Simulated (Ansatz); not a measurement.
# F on Ag(111): change of the work function, part 4 of 4

How does F on the fcc site change the work function of Ag(111) as the layer fills?

Ansatz 0.2.0; plane-wave DFT, PBE, Ansatz PAW.

So far, work function, upper face (eV): step 2 (the clean slab) 4.47; step 3 (37 atoms, coverage 0.111 ML, cell 3x3) 5.06; step 4 (17 atoms, coverage 0.25 ML, cell 2x2) 5.84.

## Step 5: Adsorbate added, k-mesh 6×6×1, coverage 0.5 ML (continued)

The density of states has structure finer than the step of the table below, so its rows give means over 0.25 eV. Peaks (eV: height): -5.680: 74.9, -4.750: 70.0, -4.570: 84.0, -4.420: 71.0, -4.330: 86.4, -3.820: 78.5, -2.980: 77.0.

Density of states against energy, zero at the Fermi level; means over each step:

energy (eV), density of states (states/eV a cell) and a bar:
```
    -7.50        0.0 
    -7.25        0.3 
    -7.00        1.2 #
    -6.75        1.3 #
    -6.50        1.5 #
    -6.25        3.5 ##
    -6.00       21.8 ###########
    -5.75       46.4 #######################
    -5.50       46.5 #######################
    -5.25       40.5 ####################
    -5.00       35.4 #################
    -4.75       50.4 #########################
    -4.50       58.4 #############################
    -4.25       56.7 ############################
    -4.00       49.1 ########################
    -3.75       53.3 ##########################
    -3.50       51.9 ##########################
    -3.25       55.3 ###########################
    -3.00       60.7 ##############################
    -2.75       36.1 ##################
    -2.50       12.1 ######
    -2.25       11.2 ######
    -2.00       13.0 ######
    -1.75       10.9 #####
    -1.50       10.6 #####
    -1.25        4.0 ##
    -1.00        2.9 #
    -0.75        3.0 #
    -0.50        5.7 ###
    -0.25        4.9 ##
     0.00        5.9 ###
     0.25        4.5 ##
     0.50        0.9 
     0.75        4.0 ##
     1.00        8.4 ####
     1.25        5.0 ##
     1.50        5.0 ##
     1.75        3.3 ##
```

The relaxation took 5 steps and lowered the energy by 1.1 eV; the largest force on the free atoms ends at 0.0067 eV/Å.

The covered face has 7.08 eV, +2.61 eV against the clean one; the bare back face has moved by +0.05 eV, a measure of how thin the slab is.

## Step 6: The covered slab, k-mesh 12×12×1, coverage 1 ML

System of this step: Ag4F (F/Ag(111)). The cell holds 5 atoms: 4 Ag and 1 F. Cell: a = 2.892 Å, b = 2.892 Å, c = 26.403 Å, α = 90.0°, β = 90.0°, γ = 60.0°. Vacuum lies along c.

Another coverage, to see how the dipoles act on each other as their distance changes.

Input file input.yaml:

```yaml
crystal:
  lattice:
    - [2.8920667351, 0.0, 0.0]
    - [1.4460333675, 2.504603262, 0.0]
    - [0.0, 0.0, 26.4025630098]
  atoms:
    - { symbol: Ag, position: [0.0, 0.0, 0.3408759974] }
    - { symbol: Ag, position: [0.3333333333, 0.3333333333, 0.4303128676] }
    - { symbol: Ag, position: [0.6666666667, 0.6666666667, 0.5207844035] }
    - { symbol: Ag, position: [0.0, 0.0, 0.6121088037] }
    - { symbol: F, position: [0.3333333333, 0.3333333333, 0.6591240026] }
kpoints:
  mp_grid: { grid: [12, 12, 1] }
hamiltonian:
  xc: pbe
scf:
  occupations: { method: fermi_dirac, width: 0.1 }
  convergence: { dr2_threshold: 1.0e-08 }
efield:
  axis: 3
  dipole_correction: true
  ramp_position: 0.97
  ramp_width: 0.06
relax:
  f_tol: 0.02
  max_steps: 60
  constraints: [{ sites: [0, 1] }]
output:
  write_potential: true
  write_density: true
  volumetric_format: npy
```

On the command line:

```console
$ ansatz run input.yaml --threads 4 --pin off --max-ram 16384MiB --backend cpu --events-out ev --progress --plain --runs-dir out
```

The log of the run:

```text
[...]
Crystal: 5 atoms, lattice volume = 191.246 Å³
Basis set: ecut = 420 eV, 3725 PW (Γ), exchange–correlation on 40×40×360 points (8 copies of the dense FFT grid, shifted against one another)
Bands: 50, of which v1, the nominal top of the filled ones, is band 42 counted from 1 (41 counted from 0)
Symmetry: 6 space group operations
[...]
F+E_penalty+E_count = -31168.73935879 eV   max|allowed force component| = 2.144e-3 eV/Å
  atoms:
    - { symbol: Ag, position: [-1.480297e-17, -1.480297e-17, 0.3408759974] }
    - { symbol: Ag, position: [0.333333, 0.333333, 0.430313] }
    - { symbol: Ag, position: [0.666667, 0.666667, 0.521568] }
    - { symbol: Ag, position: [-1.521343e-17, -1.469299e-17, 0.610005] }
    - { symbol: F, position: [0.333333, 0.333333, 0.665856] }
[key lines of the parts left out:]
SCF converged after 8 iterations
Free energy (F): -31168.739359 eV
Fermi energy:    1.938613 eV
Dipole field:    D = -0.193162 V/Å  (p = -0.204152 e·Å, saw-weighted, corrected)
Work function:   Φ+ = 9.5490 eV   Φ− = 4.4490 eV
```

It took 17 s on 4 threads of Arm Neoverse V1, shared host; peak memory 0.55 GiB.

Relaxation path:

```csv
step,energy less that of the first step (eV),largest force component (eV/Å)
1,0.0000,3.0667
2,-0.2734,0.8243
3,-0.3183,0.0266
4,-0.3187,0.0021
```

Forces are held to the 6 operations that the program found; a distortion that breaks them can't arise in this run.

The atoms that moved most (Å):

```csv
atom,dx,dy,dz,length
F5,0.000,0.000,0.178,0.178
Ag4,0.000,0.000,-0.056,0.056
Ag3,0.000,0.000,0.021,0.021
```

Final coordinates:

```cif
data_structure
_symmetry_space_group_name_H-M 'P 1'
_symmetry_Int_Tables_number 1
_cell_length_a 2.8921
_cell_length_b 2.8921
_cell_length_c 26.4026
_cell_angle_alpha 90.000
_cell_angle_beta 90.000
_cell_angle_gamma 60.000
_cell_volume 191.25
loop_
_atom_site_label
_atom_site_type_symbol
_atom_site_fract_x
_atom_site_fract_y
_atom_site_fract_z
_atom_site_occupancy
Ag1 Ag 0.00000 0.00000 0.34088 1
Ag2 Ag 0.33333 0.33333 0.43031 1
Ag3 Ag 0.66667 0.66667 0.52157 1
Ag4 Ag 0.00000 0.00000 0.61000 1
F5 F 0.33333 0.33333 0.66586 1
```

Running mean over 2.361 Å of the planar mean; the ramp of the sawtooth is left out. Electron's electrostatic potential energy less the Fermi level against z:

```csv
z (Å),electron's electrostatic potential energy less the Fermi level (eV)
3.5,4.45
4.0,4.45
4.5,4.45
5.0,4.44
5.5,4.43
6.0,4.38
6.5,4.20
7.0,3.50
7.5,1.24
8.0,-2.20
8.5,-4.88
9.0,-5.78
9.5,-5.94
10.0,-5.99
10.5,-6.03
11.0,-6.05
11.5,-6.01
12.0,-5.81
12.5,-5.66
13.0,-5.70
13.5,-5.82
14.0,-5.82
14.5,-5.77
15.0,-5.65
15.5,-5.40
16.0,-5.28
16.5,-5.63
17.0,-3.74
17.5,0.442
18.0,3.93
18.5,6.20
19.0,8.43
19.5,9.43
20.0,9.53
20.5,9.55
21.0,9.55
21.5,9.55
22.0,9.55
22.5,9.55
23.0,9.55
```

The relaxation took 4 steps and lowered the energy by 0.32 eV; the largest force on the free atoms ends at 0.0021 eV/Å.

The covered face has 9.55 eV, +5.08 eV against the clean one; the bare back face has moved by -0.00 eV, a measure of how thin the slab is.

## Step 7: Work function against coverage

This step: plane-wave DFT, PBE, Ansatz PAW; work function against coverage (Ansatz 0.2.0).

The runs are now put side by side.

This step gave:

- work function of the clean face: 4.469 eV
- largest change of the work function: 5.080 eV

The work function of the covered face by coverage:

```csv
coverage (adsorbates/nm²),work function of the covered face (eV)
0.00,4.47
1.53,5.06
3.45,5.84
6.90,7.08
13.81,9.55
```

The dipole per adsorbate comes from the change of the cell's dipole. Coverage, by row:

```csv
coverage (1/nm²),coverage (ML),work function (eV),change (eV),"dipole per adsorbate, positive end outwards (debye)",mean height of the added atoms over the highest substrate atom (Å)
1.534,0.1111,5.059,0.59,-0.934,1.564
3.451,0.25,5.836,1.367,-1.009,1.587
6.903,0.5,7.08,2.611,-0.985,1.473
13.81,1,9.549,5.08,-0.977,1.475
```

## Step 8: Outcome

* work function of the clean face: 4.47 eV
* work function at 0.11 ML: 5.06 eV
* work function at 0.25 ML: 5.84 eV
* work function at 0.5 ML: 7.08 eV
* work function at 1 ML: 9.55 eV
* dipole per adsorbate at 0.11 ML, positive end outwards: -0.93 D

In words: F raises the work function of Ag(111) at the lowest coverage, by 0.59 eV: the adsorbate layer has its negative end outwards. The slab has 4 layers, at the tabulated experimental lattice constant, one starting site was run, and quantum-size effects of a slab this thin can reach one or two tenths of an eV.

[Long decimals in the printed logs are rounded to 6 places.]

[Logs are printed without paths, hosts, clocks, repeated set-up lines and the standing remarks that a program may print on its own settings, such as how far it seeks lower states.]

[Hosts, paths, dates, database ids (printed as entryN), source tags and the programs' standing remarks are cut or masked in the printed files.]

[Maps of the electrostatic potential energy from Ansatz leave out the sawtooth potential of an applied field or a dipole correction, so their vacuum need not be flat; planar profiles and work functions include it.]

[The density of states shown here was stored with 400 of the rows of the run's finer table, so its peaks can read low, often by over a quarter, or be missed, and its means over a window can be off by a tenth or more.]
